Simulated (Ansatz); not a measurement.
# Simulated XPS, UPS and emission spectra of SnO2, part 5 of 5

Aim: the valence spectrum of SnO2 from He I to hard X-rays, and which orbitals make each feature.

From the literature, measured:
- Spin–orbit splitting, Sn 3d5/2 to Sn 3d3/2 core-level splitting: 8.4 eV (XPS, monochromatic Al K-alpha; annealed at 950 C; same value for the other samples; 300 K; same value given for all three samples). “Structural and electronic phase evolution of Tin dioxide”, 2016, arxiv:1606.08137.

Ansatz 0.2.0; DFT, PBE, plane-wave PAW, default files, scalar-relativistic (the session's first sound run).

So far. Step 7 (All-electron datasets): On this path the gap is direct, 1.29 eV, with the valence top at Γ and the conduction bottom at Γ. Step 8 (Other settings): The gap on the k-mesh moves by 0.00 eV at most against the base run, and the converged energy is the same to the last digits.

## (9) Other settings

This step: DFT, PBE, plane-wave PAW, default files, scalar-relativistic; changed: hamiltonian.pseudopotentials = {"kind": "paw", "source": "ansatz"}, magnetization = {"spin_polarized": true} (Ansatz 0.2.0).

Other settings are tried.

The input, input.yaml:

```yaml
crystal:
  lattice:
    - [4.738, 0.0, 0.0]
    - [0.0, 4.738, 0.0]
    - [0.0, 0.0, 3.1865]
  atoms:
    - { symbol: Sn, position: [0.5, 0.5, 0.5], spin: 4.0 }
    - { symbol: Sn, position: [0.0, 0.0, 0.0], spin: 0.5 }
    - { symbol: O, position: [0.8071, 0.1929, 0.5], spin: -1.0 }
    - { symbol: O, position: [0.6929, 0.6929, 0.0], spin: 1.0 }
    - { symbol: O, position: [0.1929, 0.8071, 0.5], spin: 0.5 }
    - { symbol: O, position: [0.3071, 0.3071, 0.0], spin: -4.0 }
kpoints:
  mp_grid: { grid: [6, 6, 8] }
scf:
  occupations: { method: fermi_dirac, width: 0.02 }
  n_extra_bands: 16
hamiltonian:
  xc: pbe
  pseudopotentials: { kind: paw, source: ansatz }
output:
  forces: true
  stress: true
  dos:
    projected: true
    de: 0.05
    e_range: [-30, 12]
    nscf_kmesh: { grid: [10, 10, 14] }
magnetization:
  spin_polarized: true
```

Run with:

```
> ansatz run input.yaml --threads 2 --pin off --max-ram 4096MiB --backend cpu --events-out ev --progress --plain --runs-dir out
```

Numbers of over 12 decimals in the logs are rounded to 6 here.

Log:

```text
scf.n_extra_bands = 16 over 34 filled bands (N_el = 68.0): the run solves 50 bands
Engine: ansatz 0.2.0, x86_64-unknown-linux-gnu
Pseudopotentials: kind: paw
Pseudopotential: Sn, paw, valence charge 22, recommended cutoff 640 eV (normal), Sn.paw.azcp
Pseudopotential: O, paw, valence charge 6, recommended cutoff 930 eV (normal), O.paw.azcp
Functional definition: PBE
  parameter kappa = 0.804
  parameter beta = 0.066725
  exchange = pbe_x(kappa = kappa, mu = beta*pi^2/3)
  correlation = pbe_c(beta = beta)
Crystal: 6 atoms, lattice volume = 71.533 Å³
Basis set: ecut = 930 eV, 4587 PW (Γ), exchange–correlation on 108×108×72 points (8 copies of the dense FFT grid, shifted against one another)
Bands: 50, of which v1, the nominal top of the filled ones, is band 34 counted from 1 (33 counted from 0)
Symmetry: 2 space group operations
Space group: Pm (ITA 6), of the structure as read, at distance tolerance 4.2e-5 Å
Magnetic group: BNS 6.18 (UNI 25), of the structure as read, at distance tolerance 4.2e-5 Å
k-points: 100 of 288 (time reversal used)
Non-local potential: Sn, projectors of the file, l = 0: 3, l = 1: 3, l = 2: 3, l = 3: 2
Non-local potential: O, projectors of the file, l = 0: 2, l = 1: 2, l = 2: 1
PAW form: soft (Blöchl's): semilocal exchange-correlation on the pseudo side does not see the compensation charge
PAW one-centre angular grid: Sn, 590 points (default); XC on 64 Gauss nodes
PAW one-centre angular grid: O, 110 points (default); XC on 64 Gauss nodes
Initial density: superposition of atomic densities (chi_scale 0.1, normalization cell, long waves kept (reshape's long-wave potential 0.00 eV rms))
Starting moments: Σ|m| = 11 μB on 6 of 6 sites
Initial wavefunctions: pseudopotential atomic-orbital guess
Functional: x = pbe(κ = 0.804, μ = 0.219515), c = pbe(β = 0.066725)
SCF iter   1: F=—  HF=-21712.694215 eV  |F-HF|=—  |Δ(HF+E_count)|=         —  Δρ=2.24e-1 (↑1.92e-1 ↓2.24e-1)  dr2=3.35e0  dr2_m=2.74e1  M=-0.030 μB ∫|m|=1.511 μB  β_m=0.30  ethr=3.10e-3  ⟨swp⟩=6.1  Hψ=40921  notcnv=0  defer=744
preconditioner: auto → Kerker (q_TF=auto, 2.705 Å⁻¹)  [metal: Δε(μ)=0.016 eV  Ē_g=24.728 eV  σ=0.020 eV  W_gap=0.20  n_scr=22 (ndim 8)  ℏωp=31.7 eV  f_vac=0.009  D(μ)=0.49/eV (n_scr^D=0)]
spin=Collinear: Kerker preconditioning applied to the charge; magnetization (m = ρ↑ − ρ↓) channel mixes plain (no charge-response kernel on spin).
SCF iter   2: F=—  HF=-21715.977846 eV  |F-HF|=—  |Δ(HF+E_count)|=    3.28e0  Δρ=1.59e-1 (↑1.46e-1 ↓1.59e-1)  dr2=1.62e0  dr2_m=1.47e1  M=-0.000 μB ∫|m|=1.144 μB  β_m=0.30  ethr=3.10e-3  ⟨swp⟩=2.0  Hψ=12619  notcnv=0  defer=2193
preconditioner: auto → Resta (q_TF=auto, 2.705 Å⁻¹)  ε∞=2.7  [insulator: Δε(μ)=0.145 eV  Ē_g=24.497 eV  σ=0.020 eV  W_gap=0.95  n_scr=22 (ndim 8)  ℏωp=31.7 eV  f_vac=0.011  D(μ)=0.01/eV (n_scr^D=0)  ε∞_Penn≈2.7]
[...]
SCF iter   5: F=—  HF=-21719.283615 eV  |F-HF|=—  |Δ(HF+E_count)|=   5.82e-1  Δρ=6.01e-2 (↑6.01e-2 ↓5.86e-2)  dr2=5.90e-3  dr2_m=2.31e0  M=-0.000 μB ∫|m|=0.540 μB  β_m=0.30  ethr=1.10e-4  ⟨swp⟩=2.9  Hψ=17581  notcnv=0  defer=2263
SCF iter   6: F=—  HF=-21719.593879 eV  |F-HF|=—  |Δ(HF+E_count)|=   3.10e-1  Δρ=4.41e-2 (↑4.41e-2 ↓4.37e-2)  dr2=1.23e-3  dr2_m=1.26e0  M=-0.000 μB ∫|m|=0.424 μB  β_m=0.30  ethr=8.67e-6  ⟨swp⟩=3.3  Hψ=16942  notcnv=0  defer=2267
SCF iter   7: F=—  HF=-21719.764137 eV  |F-HF|=—  |Δ(HF+E_count)|=   1.70e-1  Δρ=3.26e-2 (↑3.26e-2 ↓3.26e-2)  dr2=2.84e-4  dr2_m=6.97e-1  M=0.000 μB ∫|m|=0.334 μB  β_m=0.30  ethr=1.80e-6  ⟨swp⟩=2.9  Hψ=17414  notcnv=0  defer=2258
Mixer restart at iter 7: flushing history
spin-set hold released at iteration 7 (site moments contracting): the magnetisation degrees of freedom join the quasi-Newton model from the next iteration; the mixer history was flushed
SCF iter   8: F=—  HF=-21719.858968 eV  |F-HF|=—  |Δ(HF+E_count)|=   9.48e-2  Δρ=2.44e-2 (↑2.44e-2 ↓2.43e-2)  dr2=2.47e-4  dr2_m=3.88e-1  M=0.000 μB ∫|m|=0.263 μB  β_m=0.65  ethr=4.18e-7  ⟨swp⟩=3.0  Hψ=18571  notcnv=0  defer=2264
SCF iter   9: F=—  HF=-21719.985274 eV  |F-HF|=—  |Δ(HF+E_count)|=   1.26e-1  Δρ=2.40e-3 (↑1.61e-3 ↓2.40e-3)  dr2=5.67e-4  dr2_m=2.56e-3  M=0.000 μB ∫|m|=0.035 μB  β_m=0.82  ethr=3.64e-7  ⟨swp⟩=4.8  Hψ=24274  notcnv=0  defer=2265
SCF iter  10: F=—  HF=-21719.986984 eV  |F-HF|=—  |Δ(HF+E_count)|=   1.71e-3  Δρ=1.38e-3 (↑1.38e-3 ↓5.47e-4)  dr2=1.80e-3  dr2_m=1.85e-4  M=0.000 μB ∫|m|=0.010 μB  β_m=0.75  ethr=3.64e-7  ⟨swp⟩=2.7  Hψ=16467  notcnv=0  defer=2263
SCF iter  11: F=—  HF=-21719.986708 eV  |F-HF|=—  |Δ(HF+E_count)|=   2.76e-4  Δρ=5.05e-4 (↑2.06e-4 ↓5.05e-4)  dr2=2.14e-4  dr2_m=3.41e-5  M=0.000 μB ∫|m|=0.004 μB  β_m=0.69  ethr=3.64e-7  ⟨swp⟩=3.0  Hψ=14775  notcnv=0  defer=2264
SCF iter  12: F=—  HF=-21719.986682 eV  |F-HF|=—  |Δ(HF+E_count)|=   2.53e-5  Δρ=1.33e-4 (↑7.43e-5 ↓1.33e-4)  dr2=1.59e-5  dr2_m=2.34e-6  M=0.000 μB ∫|m|=0.001 μB  β_m=0.57  ethr=3.15e-7  ⟨swp⟩=2.0  Hψ=10045  notcnv=0  defer=2264
SCF iter  13: F=—  HF=-21719.986933 eV  |F-HF|=—  |Δ(HF+E_count)|=   2.50e-4  Δρ=1.75e-5 (↑1.59e-5 ↓1.75e-5)  dr2=2.35e-7  dr2_m=9.96e-8  M=0.000 μB ∫|m|=0.000 μB  β_m=0.67  ethr=2.34e-8  ⟨swp⟩=2.0  Hψ=10412  notcnv=0  defer=2264
SCF iter  14: F=—  HF=-21719.986933 eV  |F-HF|=—  |Δ(HF+E_count)|=   2.56e-8  Δρ=6.53e-6 (↑5.63e-6 ↓6.53e-6)  dr2=3.64e-8  dr2_m=1.36e-8  M=0.000 μB ∫|m|=0.000 μB  β_m=0.68  ethr=1.47e-10  ⟨swp⟩=12.5  Hψ=58778  notcnv=0
SCF iter  15: F=—  HF=-21719.986933 eV  |F-HF|=—  |Δ(HF+E_count)|=   5.44e-9  Δρ=1.16e-6 (↑1.16e-6 ↓9.17e-7)  dr2=2.95e-10  dr2_m=6.35e-10  M=0.000 μB ∫|m|=0.000 μB  β_m=0.84  ethr=5.35e-11  ⟨swp⟩=3.7  Hψ=24463  notcnv=0
SCF iter  16: F=-21719.986933 eV  HF=-21719.986933 eV  |F-HF|=4.00e-11  |Δ(HF+E_count)|=  7.06e-10  Δρ=3.05e-7 (↑2.26e-7 ↓3.05e-7)  dr2=5.40e-11  dr2_m=3.23e-11  M=0.000 μB ∫|m|=0.000 μB  ethr=1.00e-12  ⟨swp⟩=2.3  Hψ=17860  notcnv=0
SCF 1 converged in 16 iterations: F = -21719.986933 eV  dr2 = 5.40e-11
[...]
WARN: the starting moments were not kept: the SCF closed with an absolute magnetisation of 4.4e-6 μB, where they sum to 11 μB in size (6 sites). That is at most 0.1 of that sum. Measured as dr2_m measures the in/out step, that magnetisation stands 4.6e-12 eV from none, at or under the dr2_threshold of 1.0e-7 eV: it is no larger than a step whose dr2_m would equal this threshold. The system may hold no moment; this SC [...]
NSCF: frozen V_eff on 416 k-points
```

Run time: 2.8 min. Hardware: 2 threads of Intel Xeon Platinum 8259CL at 2.50GHz (Skylake/Cascade Lake), shared host; peak memory 3.8 GiB.

The run was cut off at the time limit after its SCF cycle had converged; no result of it is taken.

## (10) What came out

```yaml
least_gap_on_the_mesh_and_the_path: 1.28 eV
strongest_listed_peak_within_13_ev_of_the_zero_at_1486p7_ev: 1.2 eV binding, led by Sn 4d
pbe_16_s_on_2_threads: gap 1.28 eV, highest Al Kα peak within 13 eV at 1.2 eV (Sn 4d)
spin_orbit_3p1_min_on_2_threads: gap 1.29 eV, highest Al Kα peak within 13 eV at 7.2 eV (Sn 5s)
rpbe_18_s_on_2_threads: gap 1.37 eV, highest Al Kα peak within 13 eV at 1.2 eV (O 2p)
lda_17_s_on_2_threads: gap 1.13 eV, highest Al Kα peak within 13 eV at 1.2 eV (O 2p)
norm_conserving_files_85_s_on_2_threads: gap 1.28 eV, highest Al Kα peak within 13 eV at 1.3 eV (Sn 4d)
all_electron_datasets_1p9_min_on_2_threads: gap 1.29 eV, highest Al Kα peak within 13 eV at 1.3 eV (Sn 4d)
other_settings_13_s_on_2_threads: gap 1.28 eV, highest Al Kα peak within 13 eV at 1.2 eV (O 2p)
```

SnO2 is an insulator or semiconductor at the base level (gap 1.28 eV), and its valence spectrum changes with photon energy as the shells' cross sections do. At 1486.7 eV the valence spectrum has its highest listed peaks within 13 eV at 0.9 eV (O 2p), 1.2 eV (mixed, Sn 4d leading), 1.7 eV (mixed, Sn 4d leading), 3.9 eV (mixed, Sn 5p leading) and 7.4 eV (Sn 5s), and the deeper Sn 4d line at 19.9 eV is higher still (without the spin–orbit splitting that a measurement shows). The shell named is the one with most of the intensity, cross sections included, not always the one with most states there. With spin-orbit coupling on, the gap on the path stays within 0.02 eV. With RPBE, the gap on the path moves from 1.28 to 1.37 eV. With LDA, the gap on the path moves from 1.28 to 1.13 eV. With potentials nc, the gap on the path stays within 0.02 eV. No difference from the measured values is worked out, since they weren't matched one to one with these outputs. At 60 eV the area is led by Sn 4d (70 %), at 5414.7 eV by Sn 4d (74 %). These are Kohn–Sham levels; self-energy shifts and satellites are missing. Semilocal functionals underbind filled localised shells, so the Sn 4d peak should lie deeper in a measurement, and spin–orbit coupling splits d and f lines of heavy atoms. Each run has its own recipe for the spectra (widths, photon energies, in some runs the light), so peak heights and places can differ between runs for that reason too. Semilocal Kohn–Sham gaps are too small as a rule.

[Logs are printed without paths, hosts, clocks, repeated set-up lines and the standing remarks that a program may print on its own settings, such as how far it seeks lower states.]

[Hosts, paths, dates, database ids (printed as entryN), source tags and the programs' standing remarks are cut or masked in the printed files.]

[Maps of the electrostatic potential energy from Ansatz leave out the sawtooth potential of an applied field or a dipole correction, so their vacuum need not be flat; work functions include it.]

[Peak lists hold at most the 14 tallest peaks of each spectrum; further lines can be left out.]
